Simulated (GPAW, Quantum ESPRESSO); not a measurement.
## Cu K-edge XANES of ZnCu (Pm-3m)

Do two independent programs agree on the Cu K edge of ZnCu (Pm-3m)? The same cell and functional are run with XSpectra and with GPAW.

Method: core-hole supercells, plane-wave PAW LDA (first program; GPAW 26.7.0 follows as the second), in Quantum ESPRESSO 7.5.

This is a report of a sequence of runs, with most program output left out.

**1. Set-up**

It takes space group Pm-3m (No. 221, cubic). The conventional cell has a = 2.945 Å, b = 2.945 Å, c = 2.945 Å, α = 90.00°, β = 90.00°, γ = 90.00°. Nearest to Zn lie 8 Cu at 2.55 Å. Nearest to Cu lie 8 Zn at 2.55 Å. Farther neighbours are not listed.

**2. The field without a hole (Quantum ESPRESSO)**

A plain self-consistent run shows whether there is a gap, which decides the set-up of the core-hole run.

The PAW data sets are made with ld1.x, with reconstruction data.

File scf.in:

```
&control
   calculation='scf', prefix='x', pseudo_dir='../pp', outdir='tmp', tprnfor=.true.
/
&system
   ibrav=0, nat=2, ntyp=2, nbnd=16
   ecutwfc=61, ecutrho=340
   occupations='smearing', smearing='mv', degauss=0.015
/
&electrons
   conv_thr=2.0e-08, electron_maxstep=120
   mixing_beta=0.5
/
ATOMIC_SPECIES
Zn 1.0 Zn.lda-dn-kjpaw.UPF
Cu3 1.0 Cu.lda-dn-kjpaw.UPF
CELL_PARAMETERS angstrom
  2.94500000 0.00000000 0.00000000
  0.00000000 2.94500000 0.00000000
  0.00000000 0.00000000 2.94500000
ATOMIC_POSITIONS crystal
Zn   0.50000000 0.50000000 0.50000000
Cu3  0.00000000 0.00000000 0.00000000
K_POINTS automatic
9 9 9 0 0 0
```

On the command line:

```console
> OMP_NUM_THREADS=1 mpirun --oversubscribe --bind-to none -np 4 pw.x -nk 4 -in scf.in > scf.out
```

It took 3.8 s on 4 MPI ranks of Arm Neoverse V2, shared host; peak memory 0.07 GiB; 15 s of CPU time.

Absorbing atoms carry a label of their own (element plus a letter or digit), as the spectrum program needs them as separate species.

The mesh shows no gap, so the system is treated as a metal and the core electron is put at the Fermi level (neutral cell).

**3. Spectrum without a core hole, Cu atom 2 (Quantum ESPRESSO)**

Without a hole the spectrum is the empty density of states of the right symmetry on the absorber, weighted by matrix elements. It needs only the small cell and serves as the baseline.

The absorber has 8 Zn at 2.55 Å and 6 Cu at 2.94 Å (cube and octahedron, as in bcc, site symmetry m-3m).

File xspectra.in:

```
&input_xspectra
   calculation='xanes_dipole', edge='K'
   prefix='x', outdir='tmp', xiabs=2, xe0=12.2635
   xonly_plot=.false., x_save_file='xanes.sav'
   xniter=3000, xcheck_conv=20, xerror=0.005
   xcoordcrys=.false., xepsilon(1)=1, xepsilon(2)=0, xepsilon(3)=0
/
&plot
   xnepoint=413, xemin=-10, xemax=45, terminator=.true., cut_occ_states=.true.
   xgamma=0.4
/
&pseudos
   filecore='../Cu.wfc'
/
&cut_occ
   cut_desmooth=0.1, cut_stepl=0.05, cut_stepu=0.05, cut_ierror=1e-5
/
8 8 8 0 0 0
```

On the command line:

```console
> OMP_NUM_THREADS=1 mpirun --oversubscribe --bind-to none -np 4 xspectra.x -nk 4 -in xspectra.in > xspectra.out
```

Run time: 14 s. Hardware: 4 MPI ranks; peak memory 0.08 GiB; 57 s of CPU time.

The core hole lives too briefly for so narrow a line (tabulated full width 1.6 eV). The run keeps xgamma small, and the tables are broadened afterwards: Lorentzian half width 0.78 eV up to 4 eV, rising linearly to 1.75 eV at 25 eV (not a setting of the program: the run's 0.4 eV curve was folded afterwards with a further Lorentzian).

The Cu K spectrum, Cu atom 2, no core hole (energy from the energy zero of the input (xe0, at the border of filled and empty states); intensity scaled to a mean of 1 over the first 20 eV; folded afterwards to Lorentzian half width 0.78 eV up to 4 eV, rising linearly to 1.75 eV at 25 eV; the points at xe0, where the cut of filled states can leave a spike, are interpolated):

| E (eV) | intensity |
| --- | --- |
| -2.0 | 0.08 |
| -1.0 | 0.12 |
| 0.0 | 0.22 |
| 1.0 | 0.37 |
| 2.0 | 0.41 |
| 3.0 | 0.50 |
| 4.0 | 0.65 |
| 5.0 | 0.74 |
| 6.0 | 0.84 |
| 7.0 | 0.90 |
| 8.0 | 0.96 |
| 9.0 | 0.99 |
| 10.0 | 1.03 |
| 11.0 | 1.06 |
| 12.0 | 1.19 |
| 13.0 | 1.25 |
| 14.0 | 1.40 |
| 15.0 | 1.62 |
| 16.0 | 1.59 |
| 17.0 | 1.43 |
| 18.0 | 1.29 |
| 19.0 | 1.16 |
| 20.0 | 1.08 |
| 21.0 | 1.02 |
| 22.0 | 1.02 |
| 23.0 | 1.06 |
| 24.0 | 1.15 |
| 25.0 | 1.19 |
| 26.0 | 1.18 |
| 27.0 | 1.16 |
| 28.0 | 1.16 |
| 29.0 | 1.22 |
| 30.0 | 1.28 |
| 31.0 | 1.32 |
| 32.0 | 1.36 |

Main maxima below 30 eV (height): 15.4 eV (1.63) and 25.1 eV (1.19). A K edge sees empty p states on the absorber.

**4. Supercell without a hole, the energy reference (Quantum ESPRESSO)**

The photon energy needs a difference of total energies, so the cell and mesh of the coming hole run are first run without a hole.

File scf.in:

```
&control
   calculation='scf', prefix='x', pseudo_dir='../pp', outdir='tmp', tprnfor=.true.
/
&system
   ibrav=0, nat=18, ntyp=2, nbnd=128
   ecutwfc=61, ecutrho=340
   occupations='smearing', smearing='mv', degauss=0.015
/
&electrons
   conv_thr=1.8e-07, electron_maxstep=120
   mixing_beta=0.5
/
ATOMIC_SPECIES
Zn 1.0 Zn.lda-dn-kjpaw.UPF
Cu 1.0 Cu.lda-dn-kjpaw.UPF
CELL_PARAMETERS angstrom
  2.94500000 0.00000000 5.89000000
  -5.89000000 2.94500000 0.00000000
  0.00000000 -5.89000000 2.94500000
ATOMIC_POSITIONS crystal
Zn   0.38888889 0.94444444 0.72222222
Zn   0.83333333 0.16666667 0.83333333
Zn   0.72222222 0.61111111 0.05555556
Zn   0.61111111 0.05555556 0.27777778
Zn   0.27777778 0.38888889 0.94444444
Zn   0.50000000 0.50000000 0.50000000
Zn   0.16666667 0.83333333 0.16666667
Zn   0.05555556 0.27777778 0.38888889
Zn   0.94444444 0.72222222 0.61111111
Cu   0.00000000 0.00000000 0.00000000
Cu   0.44444444 0.22222222 0.11111111
Cu   0.33333333 0.66666667 0.33333333
Cu   0.22222222 0.11111111 0.55555556
Cu   0.88888889 0.44444444 0.22222222
Cu   0.11111111 0.55555556 0.77777778
Cu   0.77777778 0.88888889 0.44444444
Cu   0.66666667 0.33333333 0.66666667
Cu   0.55555556 0.77777778 0.88888889
K_POINTS automatic
5 5 5 0 0 0
```

On the command line:

```console
> OMP_NUM_THREADS=1 mpirun --oversubscribe --bind-to none -np 4 pw.x -nk 4 -in scf.in > scf.out
```

It took 13 min on 4 MPI ranks; peak memory 0.77 GiB; 52 min of CPU time.

Reference energy: -843890.985 eV with the cores included.

**5. The atom with a core hole (Quantum ESPRESSO)**

The frozen core must hold the hole, so the absorber gets a data set of its own.

File Cu.lda-dn-kjpaw-1sch.ld1.in:

```
&input
   title='Cu', zed=29., rel=1, iswitch=3, dft='PZ',
   config='1s1 2s2 2p6 3s2 3p6 4s2 4p0 3d10'
/
&inputp
   file_pseudopw='Cu.lda-dn-kjpaw-1sch.UPF', author='',
   lpaw=.true.,
   pseudotype=3,
   lloc=-1,
   rcloc=1.9,
   which_augfun='PSQ',
   rmatch_augfun_nc=.true.,
   nlcc=.true.,
   new_core_ps=.true.,
   rcore=1.0,
   tm=.true.,
   zval=12,
   lgipaw_reconstruction=.true., use_paw_as_gipaw=.true.
/
6
4S  1  0  2.00  0.00  1.17  2.10  0.0
4S  1  0  0.00  6.10  1.17  2.10  0.0
4P  2  1  0.00  0.00  1.17  2.10  0.0
4P  2  1  0.00  6.30  1.17  2.10  0.0
3D  3  2  10.00  0.00  1.17  1.80  0.0
3D  3  2  0.00  -0.20  1.17  1.80  0.0
```

On the command line:

```console
> ld1.x < Cu.lda-dn-kjpaw-1sch.ld1.in > Cu.lda-dn-kjpaw-1sch.ld1.out
```

Wall time 0.65 s (1 MPI rank); peak memory 0.13 GiB.

Removing the core electron and adding it to the valence shell costs the free atom 8992.5 eV.

**6. Supercell with XCH, Cu atom 2 (Quantum ESPRESSO)**

The holes are 6.6 Å apart. The excited electron is kept in the cell, where it fills the lowest empty states and screens the hole.

scf.in: that of step 4 with these lines changed.

```diff
@@ -4,3 +4,3 @@
 &system
-   ibrav=0, nat=18, ntyp=2, nbnd=128
+   ibrav=0, nat=18, ntyp=3, nbnd=128
    ecutwfc=61, ecutrho=340
@@ -14,2 +14,3 @@
 Zn 1.0 Zn.lda-dn-kjpaw.UPF
+Cu0 1.0 Cu.lda-dn-kjpaw-1sch.UPF
 Cu 1.0 Cu.lda-dn-kjpaw.UPF
@@ -29,3 +30,3 @@
 Zn   0.94444444 0.72222222 0.61111111
-Cu   0.00000000 0.00000000 0.00000000
+Cu0  0.00000000 0.00000000 0.00000000
 Cu   0.44444444 0.22222222 0.11111111
```

On the command line:

```console
> OMP_NUM_THREADS=1 mpirun --oversubscribe --bind-to none -np 4 pw.x -nk 4 -in scf.in > scf.out
```

Run time: 13 min. Hardware: 4 MPI ranks; peak memory 0.77 GiB; 51 min of CPU time.

Energy with the hole: -834895.014 eV, cores included.

**7. Spectrum with XCH, Cu atom 2 (Quantum ESPRESSO)**

The Lanczos recursion gives the spectrum without computing empty bands; each polarisation needs a run of its own on the full k mesh. xe0 is set between filled and empty states, and states below it are cut, here at the Fermi level, which holds the excited electron. The file of filecore holds the core orbital, taken from the hole-free data set.

xspectra.in: that of step 3 with these lines changed.

```diff
@@ -2,3 +2,3 @@
    calculation='xanes_dipole', edge='K'
-   prefix='x', outdir='tmp', xiabs=2, xe0=12.2635
+   prefix='x', outdir='tmp', xiabs=2, xe0=12.405
    xonly_plot=.false., x_save_file='xanes.sav'
@@ -17,2 +17,2 @@
 /
-8 8 8 0 0 0
+4 4 4 0 0 0
```

On the command line:

```console
> OMP_NUM_THREADS=1 mpirun --oversubscribe --bind-to none -np 4 xspectra.x -nk 4 -in xspectra.in > xspectra.out
```

It took 2.9 min on 4 MPI ranks; peak memory 0.24 GiB.

The Cu K spectrum, Cu atom 2, excited-electron core hole (neutral cell) (energy from the energy zero of the input (xe0, at the border of filled and empty states); intensity scaled to a mean of 1 over the first 20 eV; folded afterwards to Lorentzian half width 0.78 eV up to 4 eV, rising linearly to 1.75 eV at 25 eV; the points at xe0, where the cut of filled states can leave a spike, are interpolated):

```csv
E (eV),intensity
-2.0,0.09
-1.5,0.11
-1.0,0.14
-0.5,0.19
0.0,0.28
0.5,0.36
1.0,0.39
1.5,0.41
2.0,0.47
2.5,0.56
3.0,0.63
3.5,0.69
4.0,0.74
4.5,0.77
5.0,0.84
5.5,0.93
6.0,0.98
6.5,0.99
7.0,0.99
7.5,0.98
8.0,0.98
8.5,1.02
9.0,1.07
9.5,1.11
10.0,1.12
10.5,1.11
11.0,1.12
11.5,1.15
12.0,1.20
12.5,1.27
13.0,1.36
13.5,1.43
14.0,1.46
14.5,1.46
15.0,1.45
15.5,1.42
16.0,1.38
16.5,1.32
17.0,1.24
17.5,1.16
18.0,1.07
18.5,0.99
19.0,0.94
19.5,0.91
20.0,0.90
20.5,0.90
21.0,0.91
21.5,0.93
22.0,0.97
22.5,1.00
23.0,1.03
23.5,1.05
24.0,1.06
24.5,1.06
25.0,1.06
25.5,1.06
26.0,1.06
26.5,1.07
27.0,1.09
27.5,1.11
28.0,1.13
28.5,1.13
29.0,1.13
29.5,1.13
30.0,1.14
30.5,1.17
31.0,1.20
31.5,1.24
32.0,1.25
```

Main maxima below 30 eV (height): 14.2 eV (1.46). 

The total-energy difference is 8995.97 eV. One term is added: -29.79 eV, since the hole is spin-paired here and a spin-polarised one costs that much less in the free atom (computed apart). The photon energy is then 8966.18 eV. The tabulated edge of the element is 8979 eV. The functional leaves an error in such absolute values: in the free atom LDA prices this hole 18.3 eV below PBE (computed apart), and PBE is itself good to a few eV.

**8. The field without a hole (GPAW)**

The second program starts from its own ground state, on the same cell and functional.

File scf.py:

```python
import numpy as np
from ase import Atoms
from ase.parallel import parprint, paropen
from gpaw import GPAW, PW, FermiDirac, Mixer, MixerDif, setup_paths
from gpaw.test import gen
setup_paths.insert(0, '.')
gen('Cu', name='nch1s', xcname='LDA', corehole=(1, 0, 0), write_xml=True)
from gpaw.mpi import world
world.barrier()

atoms = Atoms('ZnCu',
    cell=[[2.945, 0, 0],
     [0, 2.945, 0],
     [0, 0, 2.945]],
    scaled_positions=[[0.5, 0.5, 0.5],
     [0, 0, 0]],
    pbc=True)
atoms.calc = calc = GPAW(legacy_gpaw=True, mode=PW(500, force_complex_dtype=True), xc='LDA', setups={1: 'nch1s'},
    kpts={'size': (8, 8, 8), 'gamma': True}, occupations=FermiDirac(0.05),
    charge=0, mixer=Mixer(0.1, 5, 50), maxiter=150,
    convergence={'density': 0.0001, 'eigenstates': 1e-6}, txt='scf.txt')
energy = atoms.get_potential_energy() + calc.get_reference_energy()
ef = calc.get_fermi_level()
out = dict(energy=energy, fermi=ef, forces=atoms.get_forces().tolist())
parprint(f'all-electron energy {energy:.4f} eV, Fermi level {ef:.4f} eV')
ev = np.array([[calc.get_eigenvalues(k, s) for k in range(len(calc.get_ibz_k_points()))] for s in range(calc.get_number_of_spins())])
out['homo'], out['lumo'], out['counts'] = ev[ev < ef].max(), ev[ev > ef].min(), sorted(set((ev < ef).sum((0, 2)).tolist()))
out['filled'] = (ev[:, 0] < ef).sum(1).tolist()
import json
with paropen('out.json', 'w') as f:
    json.dump(out, f)
```

On the command line:

```console
> OMP_NUM_THREADS=1 mpirun -n 4 gpaw python scf.py
```

Run time: 5.2 s. Hardware: 4 MPI ranks; peak memory 0.16 GiB; 21 s of CPU time.

The mesh shows no gap, so the system is treated as a metal and the core electron is put at the Fermi level (neutral cell).

**9. Spectrum without a core hole, Cu atom 2 (GPAW)**

Without a hole the spectrum is the empty density of states of the right symmetry on the absorber, weighted by matrix elements. It needs only the small cell and serves as the baseline. The data set with a hole of occupation 0 only carries the core orbital.

File xas.py:

```python
import numpy as np
from ase import Atoms
from ase.parallel import parprint, paropen
from gpaw import GPAW, PW, FermiDirac, Mixer, MixerDif, setup_paths
from gpaw.test import gen
setup_paths.insert(0, '.')
gen('Cu', name='nch1s', xcname='LDA', corehole=(1, 0, 0), write_xml=True)
from gpaw.mpi import world
world.barrier()

atoms = Atoms('ZnCu',
    cell=[[2.945, 0, 0],
     [0, 2.945, 0],
     [0, 0, 2.945]],
    scaled_positions=[[0.5, 0.5, 0.5],
     [0, 0, 0]],
    pbc=True)
atoms.calc = calc = GPAW(legacy_gpaw=True, mode=PW(500, force_complex_dtype=True), xc='LDA', setups={1: 'nch1s'},
    kpts={'size': (11, 11, 11), 'gamma': True}, occupations=FermiDirac(0.1),
    charge=0, mixer=Mixer(0.1, 5, 50), maxiter=150,
    convergence={'density': 0.0001, 'eigenstates': 1e-6}, txt='scf.txt')
energy = atoms.get_potential_energy() + calc.get_reference_energy()
ef = calc.get_fermi_level()
out = dict(energy=energy, fermi=ef, forces=atoms.get_forces().tolist())
parprint(f'all-electron energy {energy:.4f} eV, Fermi level {ef:.4f} eV')
ev = np.array([[calc.get_eigenvalues(k, s) for k in range(len(calc.get_ibz_k_points()))] for s in range(calc.get_number_of_spins())])
out['homo'], out['lumo'], out['counts'] = ev[ev < ef].max(), ev[ev > ef].min(), sorted(set((ev < ef).sum((0, 2)).tolist()))
out['filled'] = (ev[:, 0] < ef).sum(1).tolist()

from ase.units import Ha
from gpaw.xas import dipole_matrix_elements
nb = int(calc.get_number_of_electrons() / 2) + 19
top = nb
nscf = calc.fixed_density(kpts={'size': (9, 9, 9), 'gamma': True},
    convergence={'eigenstates': 1.0}, txt='nscf.txt')
nscf.diagonalize_full_hamiltonian(nbands=nb)
cell = atoms.cell.array
ops = [cell.T @ U.T @ np.linalg.inv(cell.T) for U in nscf.wfs.kd.symmetry.op_scc]
E = np.arange(-25, 34, 0.1)
fwhm = np.interp(E, [4, 25], [1.55, 3.5])
Y, X, zero, highest = 0, 0, 1e9, 1e9
for spin in range(nscf.get_number_of_spins()):
    wfs = nscf.wfs
    mine = wfs.bd.get_slice()  # this rank's bands
    A = dipole_matrix_elements(wfs.setups[1])
    eps = np.zeros((wfs.kd.nibzkpts, nb))
    d = np.zeros((3, A.shape[1], wfs.kd.nibzkpts, nb), complex)
    for kpt in wfs.kpt_u:
        if kpt.s == spin and 1 in kpt.P_ani:
            eps[kpt.k, mine] = kpt.eps_n * Ha
            d[:, :, kpt.k, mine] = (kpt.weight * wfs.nspins / 2) ** 0.5 * np.inner(A, kpt.P_ani[1])
    world.sum(eps)
    world.sum(d)
    T = np.einsum('amkn,bmkn->abkn', d, d.conj()).real
    T = sum(np.einsum('ai,ijkn,bj->abkn', R, T, R) for R in ops) / len(ops)
    empty = eps > ef
    zero, highest = min(zero, eps[empty].min()), min(highest, eps[:, top - 1].min())
    lines = [(eps, T, empty)] if spin == 0 else lines + [(eps, T, empty)]
for eps, T, empty in lines:
    f = np.einsum('aakn->akn', T).reshape(3, -1)
    x = eps.ravel() - zero
    w = np.interp(x, E, fwhm) / 2.35482
    g = np.exp(-0.5 * ((E[:, None] - x) / w) ** 2) / (w * (2 * np.pi) ** 0.5)
    Y = Y + (f * empty.ravel()) @ g.T
    X = X + (f * ~empty.ravel()) @ g.T
out.update(E=E.round(2).tolist(), xas=Y.tolist(), xes=X.tolist(), zero=zero, valid=highest - zero, nk=len(eps), nb=nb)
for i in range(0, len(E), 10):
    parprint(f'{E[i]:7.2f}', *(f'{v:10.3e}' for v in Y[:, i]))
import json
with paropen('out.json', 'w') as f:
    json.dump(out, f)
```

On the command line:

```console
> OMP_NUM_THREADS=1 mpirun -n 4 gpaw python xas.py
```

Elapsed: 11 s, on 4 MPI ranks; peak memory 0.22 GiB; 45 s of CPU time.

The Cu K spectrum, Cu atom 2, no core hole (energy from the lowest empty level; intensity scaled to a mean of 1 over the first 20 eV):

```
E (eV)  intensity
  -2.0       0.00
  -1.5       0.01
  -1.0       0.05
  -0.5       0.14
   0.0       0.28
   0.5       0.35
   1.0       0.35
   1.5       0.36
   2.0       0.39
   2.5       0.43
   3.0       0.46
   3.5       0.52
   4.0       0.60
   4.5       0.69
   5.0       0.77
   5.5       0.82
   6.0       0.84
   6.5       0.86
   7.0       0.92
   7.5       0.98
   8.0       0.99
   8.5       0.96
   9.0       0.94
   9.5       0.96
  10.0       1.00
  10.5       1.02
  11.0       1.02
  11.5       1.01
  12.0       1.05
  12.5       1.14
  13.0       1.25
  13.5       1.36
  14.0       1.46
  14.5       1.57
  15.0       1.67
  15.5       1.74
  16.0       1.74
  16.5       1.66
  17.0       1.54
  17.5       1.40
  18.0       1.27
  18.5       1.16
  19.0       1.05
  19.5       0.95
  20.0       0.86
  20.5       0.80
  21.0       0.78
  21.5       0.81
  22.0       0.86
  22.5       0.92
  23.0       0.96
  23.5       1.00
  24.0       1.02
  24.5       1.03
  25.0       1.03
  25.5       1.02
  26.0       1.01
  26.5       1.01
  27.0       1.02
  27.5       1.02
  28.0       1.03
  28.5       1.04
  29.0       1.04
  29.5       1.05
  30.0       1.05
  30.5       1.07
  31.0       1.10
  31.5       1.14
  32.0       1.19
```

Main maxima below 30 eV (height): 7.8 eV (0.99) and 15.8 eV (1.75). 

The same matrix elements for filled bands give the Cu K emission of Cu atom 2 (ground-state approximation; energy from the lowest empty level, largest value 1):

```csv
E (eV),emission
-24.00,0.00
-23.25,0.00
-22.50,0.00
-21.75,0.00
-21.00,0.00
-20.25,0.00
-19.50,0.00
-18.75,0.00
-18.00,0.00
-17.25,0.00
-16.50,0.00
-15.75,0.00
-15.00,0.00
-14.25,0.00
-13.50,0.00
-12.75,0.00
-12.00,0.00
-11.25,0.00
-10.50,0.01
-9.75,0.05
-9.00,0.17
-8.25,0.46
-7.50,0.64
-6.75,0.50
-6.00,0.46
-5.25,0.56
-4.50,0.64
-3.75,0.74
-3.00,0.76
-2.25,0.78
-1.50,0.96
-0.75,0.93
0.00,0.51
0.75,0.12
1.50,0.01
2.25,0.00
3.00,0.00
```

Emission maxima: -7.6 eV (0.64) and -1.2 eV (1.00).

**10. Reference energy of the supercell (GPAW)**

Total energies of two programs can't be mixed, so the cell and mesh of GPAW's hole run get a reference energy of their own.

scf.py: that of step 8 with these lines changed.

```diff
@@ -10,11 +10,27 @@
 
-atoms = Atoms('ZnCu',
-    cell=[[2.945, 0, 0],
-     [0, 2.945, 0],
-     [0, 0, 2.945]],
-    scaled_positions=[[0.5, 0.5, 0.5],
-     [0, 0, 0]],
+atoms = Atoms('Zn9Cu9',
+    cell=[[2.945, 0, 5.89],
+     [-5.89, 2.945, 0],
+     [0, -5.89, 2.945]],
+    scaled_positions=[[0.38888889, 0.94444444, 0.72222222],
+     [0.83333333, 0.16666667, 0.83333333],
+     [0.72222222, 0.61111111, 0.05555556],
+     [0.61111111, 0.05555556, 0.27777778],
+     [0.27777778, 0.38888889, 0.94444444],
+     [0.5, 0.5, 0.5],
+     [0.16666667, 0.83333333, 0.16666667],
+     [0.05555556, 0.27777778, 0.38888889],
+     [0.94444444, 0.72222222, 0.61111111],
+     [0, 0, 0],
+     [0.44444444, 0.22222222, 0.11111111],
+     [0.33333333, 0.66666667, 0.33333333],
+     [0.22222222, 0.11111111, 0.55555556],
+     [0.88888889, 0.44444444, 0.22222222],
+     [0.11111111, 0.55555556, 0.77777778],
+     [0.77777778, 0.88888889, 0.44444444],
+     [0.66666667, 0.33333333, 0.66666667],
+     [0.55555556, 0.77777778, 0.88888889]],
     pbc=True)
-atoms.calc = calc = GPAW(legacy_gpaw=True, mode=PW(500, force_complex_dtype=True), xc='LDA', setups={1: 'nch1s'},
-    kpts={'size': (8, 8, 8), 'gamma': True}, occupations=FermiDirac(0.05),
+atoms.calc = calc = GPAW(legacy_gpaw=True, mode=PW(500, force_complex_dtype=True), xc='LDA', setups={9: 'nch1s'},
+    kpts={'size': (4, 4, 4), 'gamma': True}, occupations=FermiDirac(0.1),
     charge=0, mixer=Mixer(0.1, 5, 50), maxiter=150,
```

On the command line:

```console
> OMP_NUM_THREADS=1 mpirun -n 4 gpaw python scf.py
```

Run time: 2.3 min. Hardware: 4 MPI ranks; peak memory 0.43 GiB.

Reference energy: -843712.163 eV with the cores included.

(Continued in part 2 of 2.)

[Logs are printed without paths, hosts, clocks, repeated set-up lines and the standing remarks that a program may print on its own settings, such as how far it seeks lower states.]

[Hosts, paths, dates, database ids (printed as entryN), source tags and the programs' standing remarks are cut or masked in the printed files.]

[Lists of maxima count a maximum above −3 eV only where it reaches 4 % of the highest in the window and stands out from its surroundings by 2 % of it (1.5 % where it reaches 55 %); shoulders and weaker maxima are passed over, and of the rest the first, up to two pre-edge ones and the few strongest are named.]
